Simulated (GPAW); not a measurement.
## pyrimidine-2,5-dithiol between two Pt chains: transmission at several levels

Aim: T(E), conductance and thermopower of pyrimidine-2,5-dithiol between two Pt chains, and what cheaper settings cost in accuracy.

Calculated with GPAW 26.7.0; GPAW LCAO, PAW setups; Landauer transmission from Green's functions with principal layers (ASE), zero bias.

## (1) Starting point

The cell holds 24 atoms: 14 Pt, 2 S, 4 C, 2 N and 2 H. Its edges and angles: a = 13.564 Å, b = 9.000 Å, c = 40.974 Å, α = 90.0°, β = 90.0°, γ = 90.0°. Regions: left lead, 7 atoms (7 Pt); channel, 10 atoms (2 S, 4 C, 2 N and 2 H); right lead, 7 atoms (7 Pt). Vacuum lies along a and b. The structure is stacked along c, and the current runs across the ab planes.

## (2) Double-zeta polarised basis

Localised orbitals split the wire into layers that couple to their neighbours alone, which is what the Green's function method needs; double zeta with polarisation is the usual level for numbers.

run.py reads:

```python
import json
import numpy as np
from ase import Atoms
from ase.transport.calculators import TransportCalculator
from gpaw import GPAW, FermiDirac
from gpaw.lcao.tools import get_lcao_hamiltonian
from scipy.linalg import eigh

# The junction with lead layers at both ends, along the third cell vector
device = Atoms(
    ['Pt', 'Pt', 'Pt', 'Pt', 'Pt', 'Pt', 'Pt', 'S', 'C', 'N', 'N', 'C', 'C', 'H', 'H', 'C', 'S', 'Pt', 'Pt', 'Pt', 'Pt', 'Pt', 'Pt', 'Pt'],
    positions=[
        [6.78187, 4.50000, 1.20000],
        [6.78187, 4.50000, 3.60000],
        [6.78187, 4.50000, 6.00000],
        [6.78187, 4.50000, 8.40000],
        [6.78187, 4.50000, 10.80000],
        [6.78187, 4.50000, 13.20000],
        [6.78187, 4.50000, 15.60000],
        [5.23173, 4.65864, 17.35909],
        [5.28663, 4.82088, 19.11593],
        [6.50321, 4.86905, 19.68456],
        [4.12262, 4.88637, 19.78046],
        [6.52469, 4.99312, 21.03054],
        [4.20861, 5.00905, 21.12364],
        [7.52201, 5.03935, 21.46003],
        [3.25000, 5.06384, 21.63362],
        [5.39677, 5.06174, 21.82252],
        [5.45385, 5.23053, 23.57774],
        [6.78187, 4.50000, 25.37361],
        [6.78187, 4.50000, 27.77361],
        [6.78187, 4.50000, 30.17361],
        [6.78187, 4.50000, 32.57361],
        [6.78187, 4.50000, 34.97361],
        [6.78187, 4.50000, 37.37361],
        [6.78187, 4.50000, 39.77361]],
    cell=[[13.56375, 0.0, 0.0], [0.0, 9.0, 0.0], [0.0, 0.0, 40.97361]],
    pbc=True)

# One principal layer of the lead: the first 5 atoms of the device
lead = Atoms(
    ['Pt', 'Pt', 'Pt', 'Pt', 'Pt'],
    positions=[
        [6.78187, 4.50000, 1.20000],
        [6.78187, 4.50000, 3.60000],
        [6.78187, 4.50000, 6.00000],
        [6.78187, 4.50000, 8.40000],
        [6.78187, 4.50000, 10.80000]],
    cell=[[13.56375, 0.0, 0.0], [0.0, 9.0, 0.0], [0.0, 0.0, 12.0]],
    pbc=True)

settings = dict(mode='lcao', basis='dzp', xc='PBE', h=0.18,
                occupations=FermiDirac(0.1), maxiter=250,
                mixer=dict(beta=0.1, nmaxold=8, weight=100.0),
                convergence=dict(density=0.0001))
energies = np.arange(-3, 3 + 1e-9, 0.075)
eta = 0.0001
n1, n2 = 1, 1
# k and -k transmit alike, so half of the mesh across the current serves
mesh = [(i, j) for i in range(n1) for j in range(n2) if (i, j) <= (-i % n1, -j % n2)]
weights = np.array([1 if (i, j) == (-i % n1, -j % n2) else 2 for i, j in mesh]) / (n1 * n2)


def ground_state(atoms, size, txt):
    atoms.calc = GPAW(kpts={'size': size, 'gamma': True}, symmetry={'tolerance': 1e-3}, txt=txt, **settings)
    atoms.get_potential_energy()
    return atoms.calc.get_fermi_level()


def blocks(atoms, fermi, points, nz, cells):
    """H - E_F S and S between cell 0 and the cells above it, at each point across the current."""
    kz = np.arange(nz) / nz
    calc = atoms.calc.fixed_density(kpts=[(*k, z) for k in points for z in kz], symmetry='off', txt=None)
    H, S = get_lcao_hamiltonian(calc)
    H = (H - fermi * S).reshape(len(H), len(points), nz, *S.shape[1:])
    S = S.reshape(H.shape[1:])
    phases = [np.exp(-2j * np.pi * kz * R) / nz for R in cells]
    return [(np.einsum('skzij,z->ksij', H, p), np.einsum('kzij,z->kij', S, p)) for p in phases]


def pair(a, b):
    return np.block([[a, b], [b.T.conj(), a]])


def count_channels(h, s, cells, nk=240):
    """Half the number of times that the lead's bands cross each energy, unfolded to its shortest repeat."""
    b = len(h) // cells
    bands = []
    for k in (np.arange(nk + 1) + 0.5) / nk:
        hk, sk = h[:b, :b].copy(), s[:b, :b].copy()
        for R in range(1, cells):
            phase, block = np.exp(2j * np.pi * k * R), slice(R * b, (R + 1) * b)
            hk += h[:b, block] * phase + (h[:b, block] * phase).T.conj()
            sk += s[:b, block] * phase + (s[:b, block] * phase).T.conj()
        w, u = eigh(sk)
        x = u[:, w > 1e-5] / w[w > 1e-5]**0.5  # drop near-dependent combinations
        bands.append(np.r_[eigh(x.T.conj() @ hk @ x, eigvals_only=True), [1e9] * (w <= 1e-5).sum()])
    below = np.array(bands)[:, :, None] < energies
    return (below[1:] != below[:-1]).sum((0, 1)) / 2


fermi_lead = ground_state(lead, (1, 1, 10), 'lead.txt')
fermi_device = ground_state(device, (1, 1, 2), 'device.txt')
T, channels, eigen, tail, misfit, shifts = [], [], [], 0.0, 0.0, []
for first in range(0, len(mesh), 192):
    points = [(i / n1, j / n2) for i, j in mesh[first:first + 192]]
    (H0k, S0k), (H1k, S1k), (H2k, _) = blocks(lead, fermi_lead, points, 5, range(3))
    [(Hk, Sk)] = blocks(device, fermi_device, points, 2, [0])
    tail = max(tail, abs(H2k).max())
    for H0, S0, H1, S1, H, S in zip(H0k, S0k, H1k, S1k, Hk, Sk):
        n = len(S0)
        # Shift the lead onto the potential of the device's first layer
        shift = ((H[:, 0, 0] - H0[:, 0, 0]) / S0[0, 0]).real.mean()
        shifts.append(shift)
        misfit = max(misfit, abs(H[:, :n, :n] - H0 - shift * S0).max())
        Tk, Ck, Ek = [], [], []
        for s in range(len(H)):
            t = s % len(H0)  # a lead without moments serves both spins
            h1, s1 = pair(H0[t] + shift * S0, H1[t] + shift * S1), pair(S0, S1)
            leads = dict(h1=h1, s1=s1, energies=energies, eta=eta, eta1=eta, eta2=eta)
            calc = TransportCalculator(h=H[s], s=S, eigenchannels=3, **leads)
            Tk.append(calc.get_transmission())
            Ek.append(np.sort(calc.eigenchannels_ne, axis=0)[::-1])
            Ck.append(count_channels(h1, s1, 10))
        T.append(Tk)
        channels.append(Ck)
        eigen.append(Ek)
T, channels = np.array(T), np.array(channels)
mean, open_channels = np.einsum('kse,k->se', T, weights), np.einsum('kse,k->se', channels, weights)

print(f'basis functions: device {len(S)}, principal layer {n}')
print(f'Fermi level: lead {fermi_lead:.4f} eV, device {fermi_device:.4f} eV; lead shifted by {np.mean(shifts):.4f} eV')
print(f'largest coupling past the next layer {tail:.2e} eV, largest misfit of the first layer {misfit:.3f} eV')
print('  E-E_F (eV)   ' + 'T (one spin)  channels')
for e, t, c in zip(energies, mean.T, open_channels.T):
    print(f'{e:10.3f}  ', *[f'{x:11.4e}' for x in t], *[f'{x:9.4f}' for x in c])

kT = 8.617333e-5 * 300
fine = np.linspace(energies[0], energies[-1], 4001)
both = np.exp(np.interp(fine, energies, np.log(np.maximum(mean.sum(0) * 2 / len(mean), 1e-30))))
fermi = lambda mu: 1 / (1 + np.exp(np.clip((fine - mu) / kT, -200, 200)))
slope = fermi(0) * (1 - fermi(0)) / kT
G = np.trapezoid(both * slope, fine) / 2
seebeck = -np.trapezoid(both * slope * fine, fine) / (2 * G * 300) * 1e6
print(f'conductance at 300 K: {G:.5g} G0 a cell; thermopower {seebeck:.4g} uV/K')
bias = [0.1, 0.2, 0.5, 1.0, 1.5, 2.0]
current = [38.74 * np.trapezoid(both * (fermi(V / 2) - fermi(-V / 2)), fine) for V in bias]
for V, I in zip(bias, current):
    print(f'current from the zero-bias T(E) at {V} V: {I:.5g} uA')
zero = abs(energies).argmin()
json.dump(dict(energies=energies.tolist(), T=mean.tolist(), channels=open_channels.tolist(), G=G, seebeck=seebeck,
               bias=bias, current=current, tail=tail, misfit=misfit, shift=np.mean(shifts), n_device=len(S), n_lead=n,
               fermi=[fermi_lead, fermi_device], energy=device.get_potential_energy(),
               moments=device.get_magnetic_moments().tolist(), mesh=mesh, weights=weights.tolist(),
               T_k=T[:, :, zero].tolist(), eigen=np.array(eigen[0]).tolist()), open('result.json', 'w'))
```

Launch:

```bash
> OMP_NUM_THREADS=1 OPENBLAS_NUM_THREADS=1 python run.py
```

The log of the run:

```text
basis functions: device 492, principal layer 135
Fermi level: lead -4.9907 eV, device -4.8687 eV; lead shifted by 0.0038 eV
largest coupling past the next layer 8.09e-06 eV, largest misfit of the first layer 0.229 eV
  E-E_F (eV)   T (one spin)  [channel counts left out]
    -3.000    3.4608e-01
    -2.925    5.3091e-01
    -2.850    7.5998e-01
    -2.775    9.7284e-01
    -2.700    1.0688e+00
    -2.625    1.0384e+00
    -2.550    9.5842e-01
    -2.475    8.9108e-01
    -2.400    8.5639e-01
    -2.325    8.5333e-01
    -2.250    8.7579e-01
    -2.175    9.1380e-01
    -2.100    9.5655e-01
    -2.025    9.9246e-01
    -1.950    1.0134e+00
    -1.875    1.0184e+00
[...]
2.475    1.3178e-03
     2.550    1.2115e-03
     2.625    7.4668e-03
     2.700    8.5834e-04
     2.775    7.3390e-04
     2.850    5.8278e-04
     2.925    4.1195e-04
     3.000    2.2410e-04
conductance at 300 K: 0.99766 G0 a cell; thermopower 3.275 uV/K
current from the zero-bias T(E) at 0.1 V: 7.6854 uA
current from the zero-bias T(E) at 0.2 V: 15.11 uA
current from the zero-bias T(E) at 0.5 V: 34.001 uA
current from the zero-bias T(E) at 1.0 V: 60.576 uA
current from the zero-bias T(E) at 1.5 V: 85.282 uA
current from the zero-bias T(E) at 2.0 V: 110.53 uA
```

The job ended after 11 min (1 thread of Arm Neoverse V1, shared host; peak memory 2.9 GiB).

Numbers from this step:

- conductance: 0.9977 G₀
- thermopower: 3.275 μV/K
- largest coupling past the next principal layer: 8.09e-6 eV
- largest misfit of the first principal layer: 0.2290 eV
- shift that aligns the lead: 0.003759 eV
- basis functions of the junction: 492
- basis functions of a principal layer: 135
- transmission at the Fermi level (one spin): 1.019

One spin. The transmission, zone mean by energy, zero at the Fermi level:

| energy (eV) | transmission, zone mean |
| --- | --- |
| -3.0000 | 0.346 |
| -2.7750 | 0.973 |
| -2.7000 | 1.07 |
| -2.4750 | 0.891 |
| -2.2500 | 0.876 |
| -2.0250 | 0.992 |
| -1.8750 | 1.02 |
| -1.7250 | 1.01 |
| -1.5000 | 0.952 |
| -1.2750 | 0.463 |
| -0.9750 | 1.10 |
| -0.8250 | 1.44 |
| -0.7500 | 1.30 |
| -0.5250 | 1.00 |
| -0.3750 | 1.08 |
| -0.2250 | 0.703 |
| -0.0750 | 1.02 |
| 0.0000 | 1.02 |
| 0.2250 | 0.686 |
| 0.5250 | 0.245 |
| 0.7500 | 0.0193 |
| 0.9750 | 0.00852 |
| 1.2750 | 0.00495 |
| 1.5000 | 0.00368 |
| 1.7250 | 0.00286 |
| 2.0250 | 0.00212 |
| 2.2500 | 0.00169 |
| 2.4750 | 0.00132 |
| 2.7750 | 7.3e-4 |
| 3.0000 | 2.2e-4 |

Not self-consistent under bias; the bias window is split evenly. The current through one cell, from the zero-bias transmission by bias:

| bias (V) | current through one cell, from the zero-bias transmission (μA) |
| --- | --- |
| 0.100 | 7.69 |
| 0.200 | 15.1 |
| 0.500 | 34.0 |
| 1.000 | 60.6 |
| 1.500 | 85.3 |
| 2.000 | 111 |

The transmission of the three most open eigenchannels by energy, zero at the Fermi level:

| energy (eV) | channel 1 | channel 2 | channel 3 |
| --- | --- | --- | --- |
| -3.0000 | 0.308 | 0.0381 | 1.7e-5 |
| -2.7750 | 0.889 | 0.0843 | 2.5e-5 |
| -2.4750 | 0.654 | 0.237 | 3.6e-5 |
| -2.2500 | 0.659 | 0.216 | 2.6e-5 |
| -2.0250 | 0.913 | 0.0798 | 7.3e-7 |
| -1.7250 | 0.989 | 0.0146 | 0.00116 |
| -1.5000 | 0.927 | 0.0151 | 0.00940 |
| -1.2750 | 0.396 | 0.0543 | 0.0131 |
| -0.9750 | 0.741 | 0.273 | 0.0872 |
| -0.7500 | 0.709 | 0.544 | 0.0430 |
| -0.5250 | 0.763 | 0.211 | 0.0292 |
| -0.2250 | 0.623 | 0.0706 | 0.00876 |
| 0.0000 | 0.975 | 0.0374 | 0.00703 |
| 0.2250 | 0.662 | 0.0222 | 0.00128 |
| 0.5250 | 0.229 | 0.0164 | 6.8e-6 |
| 0.7500 | 0.0193 | 4.4e-9 | 0 |
| 0.9750 | 0.00852 | 0 | 0 |
| 1.2750 | 0.00495 | 1.3e-12 | 0 |
| 1.5000 | 0.00368 | 1.6e-12 | 0 |
| 1.7250 | 0.00286 | 2.0e-12 | 0 |
| 2.0250 | 0.00212 | 2.8e-12 | 0 |
| 2.2500 | 0.00169 | 3.6e-12 | 0 |
| 2.4750 | 0.00132 | 4.9e-12 | 0 |
| 2.7750 | 7.3e-4 | 7.6e-12 | 0 |
| 3.0000 | 2.2e-4 | 1.2e-11 | 0 |

Couplings past the next layer reach 8.1e-6 eV, small enough to drop; the matrix elements of the cell's first layer differ from the bulk lead's by up to 0.23 eV. That layer keeps its own values in the calculation, and only beyond it is the lead taken as perfect. The Fermi levels of lead and junction count from different zeros of potential, one for each periodic cell; with both set to zero, the small remaining shift is what aligns them. Without spin-orbit coupling, which is large for these atoms, channel counts and T are those of the scalar-relativistic bands. By hand: G = 0.9977 × 77.48 μS = 77.3 μS, a resistance of 12.9 kΩ; at 0.1 V a linear junction would pass 7.73 μA, and the integral over the bias window gives 7.69 μA. Mott's formula, S = -(π²/3)(k_B²T/e) d ln T/dE, has the prefactor 7.33 μV/K·eV at 300 K; T = 1.020 at -0.075 eV and 0.9420 at 0.075 eV give a slope of -0.528 per eV and S = 3.87 μV/K, beside 3.28 μV/K from the thermal integral, which interpolates the same grid.

## (3) Single-zeta polarised basis

The second zeta is dropped, the polarisation orbitals stay.

run.py: that of step 2 with these lines changed.

```diff
@@ -51,3 +51,3 @@
 
-settings = dict(mode='lcao', basis='dzp', xc='PBE', h=0.18,
+settings = dict(mode='lcao', basis='szp(dzp)', xc='PBE', h=0.18,
                 occupations=FermiDirac(0.1), maxiter=250,
```

The log of the run:

```text
basis functions: device 290, principal layer 75
Fermi level: lead -5.1183 eV, device -5.1288 eV; lead shifted by 0.0019 eV
largest coupling past the next layer 8.13e-06 eV, largest misfit of the first layer 0.228 eV
  E-E_F (eV)   T (one spin)  channels
    -3.000    6.1558e-01    3.0000
    -2.925    8.7910e-01    3.0000
    -2.850    9.8679e-01    3.0000
    -2.775    8.8861e-01    3.0000
    -2.700    7.3919e-01    3.0000
    -2.625    6.2629e-01    3.0000
    -2.550    5.6783e-01    3.0000
    -2.475    5.5203e-01    3.0000
    -2.400    5.6804e-01    3.0000
    -2.325    6.0669e-01    3.0000
    -2.250    6.6209e-01    3.0000
    -2.175    7.2815e-01    3.0000
    -2.100    7.9905e-01    3.0000
    -2.025    8.6667e-01    3.0000
    -1.950    9.2176e-01    3.0000
    -1.875    9.5827e-01    3.0000
[...]
2.475    1.3881e-03    1.0000
     2.550    1.2139e-03    1.0000
     2.625    1.0105e-03    1.0000
     2.700    7.5843e-04    1.0000
     2.775    4.2849e-04    1.0000
     2.850    4.3120e-05    1.0000
     2.925    1.9724e-03    1.0000
     3.000    2.1121e-02    1.0000
conductance at 300 K: 0.98931 G0 a cell; thermopower 5.347 uV/K
current from the zero-bias T(E) at 0.1 V: 7.6245 uA
current from the zero-bias T(E) at 0.2 V: 15.006 uA
current from the zero-bias T(E) at 0.5 V: 33.643 uA
current from the zero-bias T(E) at 1.0 V: 58.566 uA
current from the zero-bias T(E) at 1.5 V: 80.081 uA
current from the zero-bias T(E) at 2.0 V: 102.37 uA
```

Wall time 7.3 min (1 thread); peak memory 2.8 GiB.

This step gave:

```
conductance                                             : 0.9893 G₀
thermopower                                             : 5.347 μV/K
largest coupling past the next principal layer          : 8.13e-6 eV
largest misfit of the first principal layer             : 0.2276 eV
shift that aligns the lead                              : 0.001927 eV
basis functions of the junction                         : 290
basis functions of a principal layer                    : 75
transmission at the Fermi level (one spin)              : 1.009
open channels of the lead at the Fermi level (one spin) : 4
```

One spin. Table of transmission, zone mean by energy, zero at the Fermi level:

| energy (eV) | transmission, zone mean |
| --- | --- |
| -3.00 | 0.616 |
| -2.85 | 0.987 |
| -2.77 | 0.889 |
| -2.55 | 0.568 |
| -2.40 | 0.568 |
| -2.17 | 0.728 |
| -1.95 | 0.922 |
| -1.73 | 0.981 |
| -1.57 | 0.949 |
| -1.35 | 0.673 |
| -1.12 | 1.10 |
| -1.05 | 1.27 |
| -0.90 | 1.15 |
| -0.75 | 1.07 |
| -0.53 | 0.913 |
| -0.38 | 1.09 |
| -0.30 | 0.697 |
| -0.07 | 1.04 |
| 0.00 | 1.01 |
| 0.07 | 0.914 |
| 0.30 | 0.511 |
| 0.53 | 0.209 |
| 0.75 | 0.0156 |
| 0.90 | 0.00979 |
| 1.12 | 0.00633 |
| 1.35 | 0.00459 |
| 1.57 | 0.00354 |
| 1.73 | 0.00304 |
| 1.95 | 0.00245 |
| 2.17 | 0.00200 |
| 2.40 | 0.00155 |
| 2.55 | 0.00121 |
| 2.77 | 4.3e-4 |
| 3.00 | 0.0211 |

Crossings of the lead's bands, unfolded to its shortest repeat. Open channels, zone mean against energy, zero at the Fermi level:

| energy (eV) | open channels, zone mean |
| --- | --- |
| -3.00 | 3 |
| -2.77 | 3 |
| -2.55 | 3 |
| -2.40 | 3 |
| -2.17 | 3 |
| -1.95 | 3 |
| -1.73 | 3 |
| -1.57 | 3 |
| -1.35 | 4 |
| -1.12 | 6 |
| -0.90 | 6 |
| -0.75 | 6 |
| -0.53 | 6 |
| -0.30 | 6 |
| -0.07 | 4 |
| 0.00 | 4 |
| 0.07 | 4 |
| 0.30 | 3 |
| 0.53 | 3 |
| 0.75 | 1 |
| 0.90 | 1 |
| 1.12 | 1 |
| 1.35 | 1 |
| 1.57 | 1 |
| 1.73 | 1 |
| 1.95 | 1 |
| 2.17 | 1 |
| 2.40 | 1 |
| 2.55 | 1 |
| 2.77 | 1 |
| 3.00 | 1 |

Not self-consistent under bias; the bias window is split evenly. Table of current through one cell, from the zero-bias transmission by bias:

| bias (V) | current through one cell, from the zero-bias transmission (μA) |
| --- | --- |
| 0.100 | 7.62 |
| 0.200 | 15.0 |
| 0.500 | 33.6 |
| 1.000 | 58.6 |
| 1.500 | 80.1 |
| 2.000 | 102 |

Table of transmission of the three most open eigenchannels by energy, zero at the Fermi level:

| energy (eV) | channel 1 | channel 2 | channel 3 |
| --- | --- | --- | --- |
| -3.0000 | 0.589 | 0.0268 | 1.3e-5 |
| -2.7750 | 0.831 | 0.0574 | 1.9e-5 |
| -2.4750 | 0.397 | 0.155 | 1.7e-5 |
| -2.2500 | 0.547 | 0.115 | 7.9e-7 |
| -2.0250 | 0.823 | 0.0439 | 1.3e-4 |
| -1.7250 | 0.966 | 0.00915 | 0.00605 |
| -1.5000 | 0.842 | 0.0438 | 0.00411 |
| -1.2750 | 0.391 | 0.151 | 0.0102 |
| -0.9750 | 0.952 | 0.244 | 0.0747 |
| -0.7500 | 0.630 | 0.408 | 0.0284 |
| -0.5250 | 0.731 | 0.158 | 0.0252 |
| -0.2250 | 0.653 | 0.0731 | 0.00631 |
| 0.0000 | 0.958 | 0.0452 | 0.00539 |
| 0.2250 | 0.619 | 0.0273 | 0.00110 |
| 0.5250 | 0.191 | 0.0181 | 3.0e-6 |
| 0.7500 | 0.0156 | 6.3e-11 | 0 |
| 0.9750 | 0.00830 | 0 | 0 |
| 1.2750 | 0.00507 | 0 | 0 |
| 1.5000 | 0.00384 | 0 | 0 |
| 1.7250 | 0.00304 | 0 | 0 |
| 2.0250 | 0.00229 | 0 | 0 |
| 2.2500 | 0.00183 | 0 | 0 |
| 2.4750 | 0.00139 | 0 | 0 |
| 2.7750 | 4.3e-4 | 0 | 0 |
| 3.0000 | 0.0211 | 0 | 0 |

The conductance, 0.989 G₀, lies 0.8 % below that of the dzp run.

## (4) GPAW, sz: basis = "sz(dzp)"

One function for each valence shell of the setup, as for a first survey of a large system.

run.py: that of step 3 with these lines changed.

```diff
@@ -51,3 +51,3 @@
 
-settings = dict(mode='lcao', basis='szp(dzp)', xc='PBE', h=0.18,
+settings = dict(mode='lcao', basis='sz(dzp)', xc='PBE', h=0.18,
                 occupations=FermiDirac(0.1), maxiter=250,
```

The log of the run:

```text
basis functions: device 202, principal layer 60
Fermi level: lead -5.1408 eV, device -5.2029 eV; lead shifted by 0.0037 eV
largest coupling past the next layer 8.11e-06 eV, largest misfit of the first layer 0.086 eV
  E-E_F (eV)   T (one spin)  channels
    -3.000    1.4927e-01    3.0000
    -2.925    2.3014e-01    3.0000
    -2.850    3.6439e-01    3.0000
[...]
2.925    3.8580e-03    1.0000
     3.000    2.9167e-03    1.0000
conductance at 300 K: 0.93318 G0 a cell; thermopower 13.29 uV/K
current from the zero-bias T(E) at 0.1 V: 7.2041 uA
current from the zero-bias T(E) at 0.2 V: 14.239 uA
current from the zero-bias T(E) at 0.5 V: 32.361 uA
current from the zero-bias T(E) at 1.0 V: 56.793 uA
current from the zero-bias T(E) at 1.5 V: 81.599 uA
current from the zero-bias T(E) at 2.0 V: 105.62 uA
```

Elapsed: 6.2 min, on 1 thread; peak memory 2.7 GiB.

Numbers from this step:

- conductance: 0.9332 G₀
- thermopower: 13.29 μV/K
- largest coupling past the next principal layer: 8.11e-6 eV
- largest misfit of the first principal layer: 0.08608 eV
- shift that aligns the lead: 0.003735 eV
- basis functions of the junction: 202
- basis functions of a principal layer: 60
- transmission at the Fermi level (one spin): 0.9457

One spin. The transmission, zone mean by energy, zero at the Fermi level:

| energy (eV) | transmission, zone mean |
| --- | --- |
| -3.00 | 0.149 |
| -2.85 | 0.364 |
| -2.70 | 0.837 |
| -2.62 | 1.00 |
| -2.55 | 0.991 |
| -2.33 | 0.865 |
| -2.17 | 0.924 |
| -2.02 | 0.985 |
| -1.88 | 1.00 |
| -1.73 | 0.977 |
| -1.57 | 0.882 |
| -1.35 | 0.512 |
| -1.20 | 0.507 |
| -1.05 | 0.650 |
| -0.90 | 1.23 |
| -0.75 | 1.48 |
| -0.60 | 1.14 |
| -0.38 | 1.07 |
| -0.23 | 0.816 |
| -0.07 | 1.07 |
| 0.00 | 0.946 |
| 0.07 | 0.790 |
| 0.23 | 0.498 |
| 0.38 | 0.287 |
| 0.60 | 0.0893 |
| 0.75 | 0.0174 |
| 0.90 | 0.0113 |
| 1.05 | 0.00830 |
| 1.20 | 0.00649 |
| 1.35 | 0.00525 |
| 1.57 | 0.00400 |
| 1.73 | 0.00341 |
| 1.88 | 0.00293 |
| 2.02 | 0.00256 |
| 2.17 | 0.00219 |
| 2.33 | 0.00185 |
| 2.55 | 0.00117 |
| 2.70 | 1.9e-4 |
| 2.85 | 0.00744 |
| 3.00 | 0.00292 |

The conductance, 0.933 G₀, lies 6.5 % below that of the dzp run.

(Continued in part 2 of 3.)

[Logs are printed without paths, hosts, clocks, repeated set-up lines and the standing remarks that a program may print on its own settings, such as how far it seeks lower states.]

[Hosts, paths, dates, database ids (printed as entryN), source tags and the programs' standing remarks are cut or masked in the printed files.]
